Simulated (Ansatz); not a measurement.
# Y on Ru(0001): change of the work function, part 2 of 2

Aim: the work function of Ru(0001) at several coverages of Y (fcc site), and the dipole that each adsorbate carries.

Ansatz 0.2.0; plane-wave DFT, PBE, Ansatz PAW.

So far, work function, upper face (eV): step 2 (the clean slab) 5.05; step 3 (37 atoms, coverage 0.111 ML, cell 3x3) 2.86.

## (4) Adsorbate added, k-mesh 6×6×1, coverage 0.25 ML (continued)

The density of states has structure finer than the step of the table below, so its rows give means over 0.25 eV. Peaks (eV: height): -5.350: 53.1, -2.890: 50.4, -2.800: 61.0, -2.050: 41.2, -1.950: 46.3, -1.620: 47.3, 0.810: 42.7.

Density of states against energy, zero at the Fermi level; means over each step:

```csv
energy (eV),density of states (states/eV a cell)
-7.75,0
-7.50,0.207
-7.25,0.884
-7.00,0.892
-6.75,1.01
-6.50,1.10
-6.25,1.86
-6.00,7.17
-5.75,17.4
-5.50,18.8
-5.25,25.7
-5.00,18.2
-4.75,15.3
-4.50,22.6
-4.25,21.3
-4.00,20.3
-3.75,19.9
-3.50,15.8
-3.25,14.2
-3.00,22.2
-2.75,33.1
-2.50,26.4
-2.25,23.6
-2.00,35.7
-1.75,25.1
-1.50,29.4
-1.25,24.1
-1.00,14.9
-0.75,16.5
-0.50,21.5
-0.25,17.7
0.00,20.0
0.25,19.5
0.50,18.4
0.75,22.4
1.00,28.5
1.25,24.0
1.50,26.8
1.75,18.1
```

Projected DOS per atom over height of the atomic layer and energy from the Fermi level. Layers: Ru4 Ru4 Ru4 Ru4 Y from below.

Ten even steps from '_' (0.00 states/eV) to '@' (2.69 states/eV), each cell a mean:
```
--------@@
==****--++
**++++++**
====----==
++::--====
**----++--
--::::--::
##==++**--
%%++++##::
++++++##::
**++++##::
--==--==__
====--==__
==++++==__
========__
--++++--__
::##**::__
__----____
__________
__________
__________
__________
```
Columns: height of the atomic layer (Å) from 9 to 17.6; rows upwards: energy from the Fermi level (eV) from -7.96 to 1.95.

Electrostatic potential energy in the ca plane at fractional y = 0.000, with atoms of Ru within 0.2 Å of it. With pseudopotentials it is smooth inside the atoms' cores, unlike the true potential.

Ten even steps from '0' (-83 eV) to '9' (9 eV), each cell a mean:
```
99999720038999998500159999999999999999999999
98899864479988899853589999999999999999999999
87789998899976789988899999999999999999999999
86689999999876789999999999999999999999999999
87789986789987899876789999999999999999999999
99999841258999999620269999999999999999999999
99999710038999998500058999999999999999999999
99999720048999999610169999999999999999999999
98899864479998899864689988899999999999999999
87789998899986789998999876789999999999999999
86689999999976789999999865789999999999999999
87789986789987899987899877789999999999999999
99999841158999999731379988899999999999999999
99999610027999998500058999999999999999999999
```
Columns run along c (16.0 Å, from fractional 0.31 to 0.89 of the cell; values clipped at the 3rd and 97th percentile), rows up along a (5.4 Å). Atoms in or near the plane, at fractional coordinates: Ru at (0.41, 0.00), Ru at (0.56, 0.99), Ru at (0.41, 0.50), Ru at (0.56, 0.51).

ELF in the ca plane at fractional y = 0.000, with atoms of Ru within 0.2 Å of it. It is the smooth field of the valence electrons, not physical close to the nuclei.

Values, 8 rows by 16 columns, each cell a mean:
```
0.29 0.27 0.52 0.44 0.27 0.26 0.48 0.51 0.27 0.18 0.08 0.07 0.02 0.00 0.00 0.00
0.37 0.28 0.29 0.29 0.33 0.28 0.28 0.31 0.27 0.23 0.09 0.03 0.01 0.00 0.00 0.00
0.32 0.27 0.33 0.31 0.30 0.27 0.32 0.35 0.26 0.23 0.09 0.04 0.01 0.00 0.00 0.00
0.31 0.28 0.53 0.47 0.28 0.27 0.50 0.52 0.29 0.13 0.08 0.09 0.03 0.01 0.00 0.00
0.29 0.27 0.52 0.44 0.28 0.27 0.45 0.52 0.28 0.19 0.09 0.18 0.09 0.01 0.00 0.00
0.37 0.28 0.28 0.28 0.30 0.30 0.27 0.30 0.35 0.70 0.20 0.24 0.14 0.02 0.00 0.00
0.32 0.27 0.34 0.31 0.28 0.28 0.30 0.33 0.32 0.58 0.17 0.23 0.13 0.02 0.00 0.00
0.31 0.28 0.52 0.47 0.29 0.28 0.48 0.53 0.30 0.11 0.08 0.15 0.07 0.01 0.00 0.00
```
Columns run along c (16.0 Å, from fractional 0.31 to 0.89 of the cell), rows up along a (5.4 Å). Atoms in or near the plane, at fractional coordinates: Ru at (0.41, 0.00), Ru at (0.56, 0.99), Ru at (0.41, 0.50), Ru at (0.56, 0.51).

Valence density in the ca plane at fractional y = 0.000, with atoms of Ru within 0.2 Å of it. It is the smooth field of the valence electrons, not physical close to the nuclei.

Ten steps, logarithmic in the rise over the least value, from '0' (0.00 × 1e0 e/Å³) to '9' (9.86 × 1e0 e/Å³), each cell a mean:
```
23333589974333334799963210000000000000000000
34433467753344333578742100000000000000000000
45543334433356533344431100000000000000000000
46643333333456533333321100000000000000000000
35543346543345433456532100000000000000000000
33333479874333333689863110000000000000000000
23333589985333334799973211000000000000000000
23333589974333334689863221100000000000000000
34433467753334433467643333310000000000000000
45543334433345543334332345431000000000000000
46643333333356543233322355531000000000000000
35543346543345433345433344321000000000000000
33333478864333333588753222210000000000000000
23333589985333334799974211000000000000000000
```
Columns run along c (16.0 Å, from fractional 0.31 to 0.89 of the cell), rows up along a (5.4 Å). Atoms in or near the plane, at fractional coordinates: Ru at (0.41, 0.00), Ru at (0.56, 0.99), Ru at (0.41, 0.50), Ru at (0.56, 0.51).

The relaxation took 8 steps and lowered the energy by 1.9 eV; the largest force on the free atoms ends at 0.0065 eV/Å.

By hand: a sheet of dipoles makes a step −p/(ε₀A) in the electron's potential. With e/ε₀ = 180.95 V·Å, p = 0.4038 e·Å and A = 25.25 Å², that is −180.95 × (0.4038) / 25.25 = -2.894 eV, and the two vacuum levels of the run differ by -2.894 eV.

The covered face has 2.20 eV, -2.84 eV against the clean one; the bare back face has moved by +0.02 eV, a measure of how thin the slab is.

## (5) Work function against coverage

This step: plane-wave DFT, PBE, Ansatz PAW; work function against coverage (Ansatz 0.2.0).

The runs are now put side by side.

Numbers from this step:

| Quantity | Value |
| --- | --- |
| work function of the clean face | 5.046 eV |
| largest change of the work function | -2.844 eV |

Work function of the covered face against coverage:

```csv
coverage (adsorbates/nm²),work function of the covered face (eV)
0.00,5.05
1.76,2.86
3.96,2.20
```

The dipole per adsorbate comes from the change of the cell's dipole. Coverage, by row:

| coverage (1/nm²) | coverage (ML) | work function (eV) | change (eV) | dipole per adsorbate, positive end outwards (debye) | mean height of the added atoms over the highest substrate atom (Å) |
| --- | --- | --- | --- | --- | --- |
| 1.76 | 0.1111 | 2.865 | -2.181 | 3.305 | 2.164 |
| 3.96 | 0.25 | 2.201 | -2.844 | 1.92 | 2.088 |

## (6) Results

* work function of the clean face: 5.05 eV
* work function at 0.11 ML: 2.86 eV
* work function at 0.25 ML: 2.20 eV
* dipole per adsorbate at 0.11 ML, positive end outwards: 3.31 D

**Reading.** Y lowers the work function of Ru(0001) at the lowest coverage, by 2.18 eV: the adsorbate layer has its positive end outwards. The slab has 4 layers, at the tabulated experimental lattice constant, one starting site was run, and quantum-size effects of a slab this thin can reach one or two tenths of an eV. The main runs have no spin polarisation; a magnetic state could lie lower and would change these results.

[Long decimals in the printed logs are rounded to 6 places.]

[Logs are printed without paths, hosts, clocks, repeated set-up lines and the standing remarks that a program may print on its own settings, such as how far it seeks lower states.]

[Hosts, paths, dates, database ids (printed as entryN), source tags and the programs' standing remarks are cut or masked in the printed files.]

[Maps of the electrostatic potential energy from Ansatz leave out the sawtooth potential of an applied field or a dipole correction, so their vacuum need not be flat; planar profiles and work functions include it.]
